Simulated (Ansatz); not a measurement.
**GaN (P6_3mc): refractive index against wavelength**

The refractive index of GaN (P6_3mc) along x below the direct gap (1.96 eV on the mesh) is read from one computed spectrum, n = √(Re ε). x, y and z are the Cartesian axes of the input cell.

It takes space group P6_3mc (No. 186, hexagonal). Conventional cell: a = 3.180 Å, b = 3.180 Å, c = 5.166 Å, α = 90.00°, β = 90.00°, γ = 120.00°. Ga on site b has 4 N at 1.94 to 1.95 Å as nearest neighbours. N on site b has 4 Ga at 1.94 to 1.95 Å as nearest neighbours.

Method: Ansatz 0.2.0, PBE, independent particles, k-mesh 12×12×6 with interpolation inside its cells, Gaussian parameter 0.1 eV.

Launch of the response step: `ansatz run input.yaml --threads 4 --pin off --max-ram 8192MiB --backend cpu --events-out ev --progress --plain --runs-dir out`. The run took 35 s, on 4 threads of Arm Neoverse V2, on a shared host.

| wavelength (nm) | photon energy E (eV) | n |
| --- | --- | --- |
| 3000 | 0.413 | 2.4298 |
| 2000 | 0.620 | 2.4362 |
| 1550 | 0.800 | 2.4442 |
| 1310 | 0.946 | ? |
| 1064 | 1.165 | 2.4688 |

In the single-oscillator model n² − 1 = E₀E_d/(E₀² − E²), so 1/(n² − 1) = E₀/E_d − E²/(E₀E_d) is linear in E².

Working, on the rows shown:

| x = E² (eV²) | y = 1/(n² − 1) |
| --- | --- |
| 0.170801 | 0.203918 |
| 0.384302 | 0.202631 |
| 0.639837 | 0.201041 |
| 1.35784 | 0.196272 |

Means: x̄ = 0.6382, ȳ = 0.20097. Σ(x − x̄)(y − ȳ) = -0.005181, Σ(x − x̄)² = 0.8008. Slope = -0.005181 / 0.8008 = -0.006469; intercept = ȳ − slope · x̄ = 0.20509. Turned back into n, the line misses the rows shown by at most 0.00043.

What does the fit predict for the withheld row, and how well does it do?

At x = 0.89576 the line gives y = 0.1993, that is 2.4531. The run gave 2.4525, so the interpolation is off by 0.00058, 1.5 % of the range in the table.

Refitted with all rows, the slope is -0.006442 and the intercept 0.2051. These give E₀ = √(intercept/−slope) = 5.64 eV and E_d = E₀/intercept = 27.5 eV; E₀ is 2.9 times the direct gap. The electronic limit at long wavelengths, without lattice vibrations, is n = √(1 + 1/intercept) = 2.424. The cell comes from an older database entry, whose edges can be off by a per cent or so. Excitons are left out and so are local fields; PBE gaps are as a rule too small. Spin-orbit coupling is left out.
